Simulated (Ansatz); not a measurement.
# TiAl (P-6m2): from the cell to its phonons, part 2 of 3

Wanted: phonon frequencies of TiAl (P-6m2) and what follows from them.

Ansatz 0.2.0; DFT PBEsol, scalar-relativistic, plane waves, PAW.

So far. Step 3 (Tight relaxation): The forces vanish by symmetry and the pressure is 0.006 GPa, within the tolerances set. The cell now holds 16.21 Å³/atom. The relaxed cell has a = 2.846, c = 4.621 Å (conventional setting).

**4. Linear response at the zone centre**

The zone centre comes first: it holds the modes that light can see, as far as symmetry allows. No field response is asked, since the mesh shows no gap.

File input.yaml:

```yaml
crystal:
  lattice:
    - [2.846335142, 0.0, 0.0]
    - [-1.423167571, 2.4649985407, 0.0]
    - [0.0, 0.0, 4.6209397166]
  atoms:
    - { symbol: Ti, position: [0.0, 0.0, 0.0] }
    - { symbol: Al, position: [0.3333333333, 0.6666666667, 0.5] }
kpoints:
  mp_grid: { grid: [18, 18, 8] }
hamiltonian:
  xc: pbesol
scf:
  occupations: { method: methfessel_paxton, width: 0.15 }
output:
  eigenvalues: true
phonons:
  method: dfpt
```

Run with:

```console
$ ansatz run input.yaml --threads 4 --pin off --max-ram 7168MiB --backend cpu --events-out ev --progress --plain --runs-dir out
```

Numbers of over 12 decimals in the logs are rounded to 6 here.

Log:

```text
zone centre: on kpoints.mp_grid the ground state, and the responses unless they are solved on pairs of k-points, stand on 455 of the mesh's 2592 k-points, reduced under 4 symmetry operations, with k and −k counted as one. Each operation leaves every solved displacement unchanged or reverses it
[...]
Crystal: 2 atoms, lattice volume = 32.421 Å³
Basis set: ecut = 420 eV, 627 PW (Γ), exchange–correlation on 40×40×64 points (8 copies of the dense FFT grid, shifted against one another)
Bands: 12, of which v1, the nominal top of the filled ones, is band 8 counted from 1 (7 counted from 0)
Symmetry: 12 space group operations
k-points: 455 of 2592 (irreducible under 4 space group operations, time reversal used)
[...]
SCF iter   1: F=—  HF=-2998.957324 eV  |F-HF|=—  |Δ(HF+E_count)|=         —  Δρ=9.39e-3  dr2=3.92e-2  ethr=1.77e-3  ⟨swp⟩=5.0  Hψ=27530  notcnv=0
[...]
SCF iter   8: F=-2998.949204 eV  HF=-2998.949204 eV  |F-HF|=0.00e0  |Δ(HF+E_count)|=  9.09e-13  S|Δr|=    0.00e0  Δρ=4.52e-8  dr2=3.25e-13  ethr=1.00e-12  ⟨swp⟩=5.2  Hψ=19092  notcnv=0
SCF 1 converged in 8 iterations: F = -2998.949204 eV  dr2 = 3.25e-13
[...]
DFPT response loops at Γ: preconditioner auto → Kerker (q_TF=auto, 2.399 Å⁻¹) (partly filled bands, converged f_vac=0.000); β = 1.00, the filter's whole step (`scf.mixing.beta` (0.50) is not read by the response loops under this deck's `scf.mixing.preconditioner`; to damp them name `kerker` or `kerker_dos`, under which they read `scf.mixing.beta`, and type it under 1.00, their step now; both keys bind the ground state too); Broyden in place of MSR1
SCF converged after 8 iterations
[...]
Free energy (F): -2998.949204 eV
[...]
Internal energy: -2998.947511 eV  (E = F + TS)
E sigma→0 (E₀):  -2998.948781 eV
Entropy (-TS):   -0.001693 eV (-0.846 meV/atom)
Fermi energy:    10.703161 eV
[...]
--- Band table (eV; the first three rows and the last of 455) ---
  k-point 0: bands = [... 4 lower, 1.6717, 8.3959, 8.9079, 12.0195, 12.0195, 13.5549, 13.5549, 14.8068]
  k-point 1: bands = [... 4 lower, 1.7727, 7.6182, 9.4740, 12.0215, 12.0215, 13.5427, 13.5427, 15.1373]
  k-point 2: bands = [... 4 lower, 2.0522, 6.6013, 9.9555, 12.0262, 12.0262, 13.5135, 13.5135, 16.0091]
  k-point 454: bands = [... 4 lower, 6.3935, 9.4016, 10.2702, 10.4082, 11.0346, 11.8829, 14.5747, 15.1261]
--- Phonons (Γ-DFPT): 4 representative perturbations + reference, on 455 of 2592 k-points (Σ response iterations 12) ---
  k mesh reduced under 4 symmetry operations, with k and −k counted as one. Each operation leaves every solved displacement unchanged or reverses it
  ASR residual: 3.838e-5 → 0.000e0 eV/Å²; symmetrization residual: 5.135e-6 eV/Å²
  ASR residual per site (eV/Å²): 1.42e-5 3.84e-5
  Γ frequencies (cm⁻¹): 0.00 0.00 0.00 182.11 182.11 342.39
  non-analytic LO–TO correction: not included (Born effective charges unavailable; polar crystals: no LO–TO splitting at Γ)
```

Wall time 15 s (4 threads of Arm Neoverse V2, shared host); peak memory 0.81 GiB; 54 s of CPU time.

This step gave:

```
sum-rule residual before enforcement                    : 3.84e-5 eV/Å²
point group                                             : -6m2
highest optical mode at the zone centre (no LO-TO term) : 342.4 cm⁻¹
lowest optical zone-centre mode                         : 182.1 cm⁻¹
```

Patterns of degenerate modes are one choice out of their space. Modes at Γ, with each element's share of the kinetic energy:

```
mode  frequency (cm⁻¹)  symmetry  Ti %  Al %
   1               0.0  acoustic    64    36
   2               0.0  acoustic    64    36
   3               0.0  acoustic    64    36
   4             182.1        E'    36    64
   5             182.1        E'    36    64
   6             342.4      A2''    36    64
```

Displacements in mode 4 (182.1 cm⁻¹), the largest set to 1:
```
Ti1 -0.56  0.00  0.00
Al2  1.00  0.00  0.00
```

Displacements in mode 6 (342.4 cm⁻¹), the largest set to 1:
```
Ti1  0.00  0.00 -0.56
Al2  0.00  0.00  1.00
```

Before it was imposed, the acoustic sum rule was missed by 3.8e-5 eV/Å². Small misses are needed for a sound result but don't prove that mesh and cutoff are converged. The lowest optical mode is real, 182 cm⁻¹.

**5. The dispersion**

Stability and thermal properties need the whole zone. Linear response on a 6×6×4 q mesh gives force constants as far as a supercell of that size would.

input.yaml, the sections that differ from step 4:

```yaml
phonons:
  method: dfpt
  qmesh: [6, 6, 4]
  temperatures: { t_max: 1000, t_step: 50 }
  qpath:
    path:
      - [[0.0, 0.0, 0.0], [0.5, 0.0, 0.0], [0.33333333, 0.33333333, 0.0], [0.0, 0.0, 0.0], [0.0, 0.0, 0.5], [0.5, 0.0, 0.5], [0.33333333, 0.33333333, 0.5], [0.0, 0.0, 0.5]]
      - [[0.5, 0.0, 0.5], [0.5, 0.0, 0.0]]
      - [[0.33333333, 0.33333333, 0.5], [0.33333333, 0.33333333, 0.0]]
    npoints: 10
# crystal, kpoints, hamiltonian, scf, output: as in step 4
```

Log:

```text
[...]
Crystal: 2 atoms, lattice volume = 32.421 Å³
Basis set: ecut = 420 eV, 627 PW (Γ), exchange–correlation on 40×40×64 points (8 copies of the dense FFT grid, shifted against one another)
Bands: 12, of which v1, the nominal top of the filled ones, is band 8 counted from 1 (7 counted from 0)
Symmetry: 12 space group operations
k-points: 185 of 2592 (time reversal used)
[...]
SCF iter   1: F=—  HF=-2998.957321 eV  |F-HF|=—  |Δ(HF+E_count)|=         —  Δρ=9.39e-3  dr2=3.92e-2  ethr=1.77e-3  ⟨swp⟩=5.0  Hψ=11201  notcnv=0
[...]
SCF iter   8: F=-2998.949204 eV  HF=-2998.949204 eV  |F-HF|=0.00e0  |Δ(HF+E_count)|=  2.27e-12  S|Δr|=    0.00e0  Δρ=4.61e-8  dr2=3.16e-13  ethr=1.00e-12  ⟨swp⟩=5.3  Hψ=7856  notcnv=0
SCF 1 converged in 8 iterations: F = -2998.949204 eV  dr2 = 3.16e-13
[...]
phonons: the bands overlap, so this run is a metal and interpolates without the dipole-dipole term. If the crystal is really an insulator or semiconductor, its LO-TO splitting is missing
NSCF: frozen V_eff on 185 k-points
[...]
DFPT response loops at q = (0, 0, 0) (fractional): preconditioner auto → Kerker (q_TF=auto, 2.399 Å⁻¹) (partly filled bands, converged f_vac=0.000); β = 1.00, the filter's whole step (`scf.mixing.beta` (0.50) is not read by the response loops under this deck's `scf.mixing.preconditioner`; to damp them name `kerker` or `kerker_dos`, under which they read `scf.mixing.beta`, and type it under 1.00, their step now; both keys bind the ground state too); Broyden in place of MSR1
[...]
SCF converged after 8 iterations
[...]
Free energy (F): -2998.949204 eV
[...]
Internal energy: -2998.947511 eV  (E = F + TS)
E sigma→0 (E₀):  -2998.948781 eV
Entropy (-TS):   -0.001693 eV (-0.846 meV/atom)
Fermi energy:    10.703161 eV
[...]
--- Band table (eV; the first three rows and the last of 185) ---
  k-point 0: bands = [... 4 lower, 1.6717, 8.3959, 8.9079, 12.0195, 12.0195, 13.5549, 13.5549, 14.8068]
  k-point 1: bands = [... 4 lower, 1.7727, 7.6182, 9.4740, 12.0215, 12.0215, 13.5427, 13.5427, 15.1373]
  k-point 2: bands = [... 4 lower, 2.0522, 6.6013, 9.9555, 12.0262, 12.0262, 13.5135, 13.5135, 16.0091]
  k-point 184: bands = [... 4 lower, 8.6391, 8.7327, 10.0236, 10.0806, 10.7110, 11.9878, 14.0986, 15.3758]
--- Phonons (Γ-DFPT): 4 representative perturbations + reference (Σ response iterations 12) ---
  ASR residual: 3.795e-5 → 0.000e0 eV/Å²; symmetrization residual: 5.800e-6 eV/Å²
  ASR residual per site (eV/Å²): 1.41e-5 3.80e-5
  Γ frequencies (cm⁻¹): 0.00 0.00 0.00 182.11 182.11 342.39
--- Phonons (arbitrary-q DFPT): 21 irreducible q on the 6×6×4 mesh ---
  q = [0.0000, 0.0000, 0.0000] (star 1, of the zone-centre solve; hermiticity 1.56e-6, symmetrization 7.96e-13): -0.00 -0.00 0.00 182.11 182.11 342.39
  q = [0.0000, 0.0000, 0.2500] (star 2, 4 solved perturbations in 2048 linear systems a pass and spin channel, the states on 728 of 2592 k-point pairs; hermiticity 9.48e-7, symmetrization 7.43e-13): 77.03 77.03 135.38 171.19 171.19 317.75
[...]
q = [0.0000, 0.1667, 0.0000] (star 6, 6 solved perturbations on 855 of 2592 k-point pairs; hermiticity 1.23e-6, symmetrization 1.40e-14): 25.11 91.32 127.54 197.89 219.30 329.86
[...]
sum rule: each row above includes the acoustic sum rule's correction from the zone centre's row sums; it moved no ω² by more than (0.62 cm⁻¹)²
  mesh force constants: q→R imaginary residual 8.37e-19; ASR residual 3.795e-5 → 0.000e0 eV/Å²; symmetrization residual 8.882e-15 eV/Å²
  interpolated dispersion: 93 rows × 6 modes
  density of states and harmonic sums: on the 30×30×16 q-mesh, interpolated from the force constants of a 6×6×4 supercell (no non-analytic term)
  largest difference from the sums on the solved wave vectors: F 3.00e-3 eV, S 4.77e-6 and C_V 1.78e-6 eV/K
  zero-point energy: 0.078607 eV/cell   skipped modes (ω ≤ 0): 3   left out of the sums: 3.47e-5 of the cell's modes: C_V's classical limit lies that fraction below 3 k_B per atom; for a crystal, a wire or a layer, F and S can be off by more, and a phonons.interpolated_qmesh denser along its periods is the remedy for the sampling
```

It took 10 min on 4 threads; peak memory 2.5 GiB; 40 min of CPU time.

Numbers from this step:

| Property | Result |
| --- | --- |
| sum-rule residual before enforcement | 3.80e-5 eV/Å² |
| lowest frequency on the path | 0 cm⁻¹ |
| highest frequency on the path or at a solved wavevector | 342.4 cm⁻¹ |
| mean frequency | 211.3 cm⁻¹ |
| Debye temperature (second moment) | 414 K |
| logarithmic mean frequency | 197.9 cm⁻¹ |
| lowest mode on the q mesh (acoustic modes at Γ apart) | 25.11 cm⁻¹ |
| zero-point energy per atom | 39.3 meV |
| heat capacity at 300 K | 22.74 J/(mol atoms K) |
| vibrational entropy at 300 K | 27.39 J/(mol atoms K) |

Frequencies (cm⁻¹) solved at each irreducible wavevector; negative means imaginary. Frequencies by wavevector, by row:

```
q in reciprocal lattice units  star  mode 1  mode 2  mode 3  mode 4  mode 5  mode 6
                        0 0 0     1       0       0       0   182.1   182.1   342.4
                     0 0 0.25     2      77      77   135.4   171.2   171.2   317.8
                     0 0 -0.5     1   130.5   130.5   143.3   143.3   218.9     279
                   0 0.1667 0     6    25.1    91.3   127.5   197.9   219.3   329.9
                0 0.1667 0.25    12    94.6   109.8   182.5   187.2   208.7   314.9
                0 0.1667 -0.5     6   147.8   155.6   160.1   182.9   232.3   290.7
                   0 0.3333 0     6    90.9   166.3     198   223.8   268.4     316
                0 0.3333 0.25    12   128.5   157.5   208.5   212.1   267.3     314
                0 0.3333 -0.5     6   164.7   173.5   184.4   210.2   283.2   305.2
                     0 -0.5 0     3      72    97.3   202.3   233.3     289   306.4
                  0 -0.5 0.25     6      73   135.7   216.8   221.5   289.7   307.3
                  0 -0.5 -0.5     3    70.8   186.4   193.2   222.1   298.2   307.3
              0.1667 0.1667 0     6   120.7   152.5   173.3   228.5   255.3   320.6
           0.1667 0.1667 0.25    12   136.5   143.4   214.3   216.9   250.5   318.1
           0.1667 0.1667 -0.5     6   151.4   172.2   188.8   220.2   272.3     306
              0.1667 0.3333 0    12     152   163.6     217   237.3   284.4   303.5
           0.1667 0.3333 0.25    24   145.4   157.2   214.2   245.7   289.3   309.7
           0.1667 0.3333 -0.5    12   140.6   178.9   186.3   254.5   306.5   307.9
              0.3333 0.3333 0     2      99     156   254.8   261.9   279.1   282.1
           0.3333 0.3333 0.25     4   102.1   134.8   200.8     284     296   301.2
           0.3333 0.3333 -0.5     2    98.7   120.6   163.6   287.2   306.5   313.3
```

Interpolated from a 6×6×4 q mesh. The phonon branches at the labelled points (cm⁻¹):

```
    point  branch 1  branch 2  branch 3  branch 4  branch 5  branch 6
        Γ         0         0         0       182       182       342
  halfway        58       131       183       210       248       322
        M        72        97       202       233       289       306
  halfway       117       156       228       239       290       298
        K        99       156       255       262       279       282
  halfway       121       152       173       228       255       321
        Γ         0         0         0       182       182       342
  halfway        77        77       135       171       171       318
        A       130       130       143       143       219       279
  halfway       156       168       173       200       257       302
        L        71       186       193       222       298       307
  halfway       115       177       179       257       306       312
        H        99       121       164       287       306       313
  halfway       151       172       189       220       272       306
        A       130       130       143       143       219       279
jump to L        71       186       193       222       298       307
  halfway        73       136       217       222       290       307
        M        72        97       202       233       289       306
jump to H        99       121       164       287       306       313
  halfway       102       135       201       284       296       301
        K        99       156       255       262       279       282
```

The phonon branches as a text plot (rows in cm⁻¹):

```
    335 |***               *****
    321 |   ***          **     *
    307 |      ****     *             **************     ******
    292 |       ***** **         *   *  ***    *   ***   *******
    278 |     **    *****         ***  *      * **    ***     ***
    264 |    *       *   *            *      *    *             *
    250 |           ****  *                 *       *           *
    235 |   *  *****   ****          *     *       * *     **
    221 |    **            *       **    **           *****
    207 |  ***   **     *  **     *    **          **    * **  *
    193 |***  ***       **  **        * ****      *           *
    178 |*    *        * **  *****   *****  **   *****
    164 |      *   ** * *        *  *****    *****  ***  *   *
    150 |   **       * * **       *****          ********       *
    136 |         *                **    *    * *      ** *   **
    121 |  *       *  *   **      *          * **            *
    107 |   *  ***  *           **          * *            *  **
     93 |     * * *  *     *                   *            **  *
     78 | ** *   *          *              *             ****
     64 | *                 *   *         *
     50 |                  * * *
     36 |*  *                * *
     21 | **                *
      7 |*                   **
         Γ      M    K        Γ   A       L    H       A|L M|H  K
```

[end of part 2 of 3]

[Logs are printed without paths, hosts, clocks, repeated set-up lines and the standing remarks that a program may print on its own settings, such as how far it seeks lower states.]

[Hosts, paths, dates, database ids (printed as entryN), source tags and the programs' standing remarks are cut or masked in the printed files.]
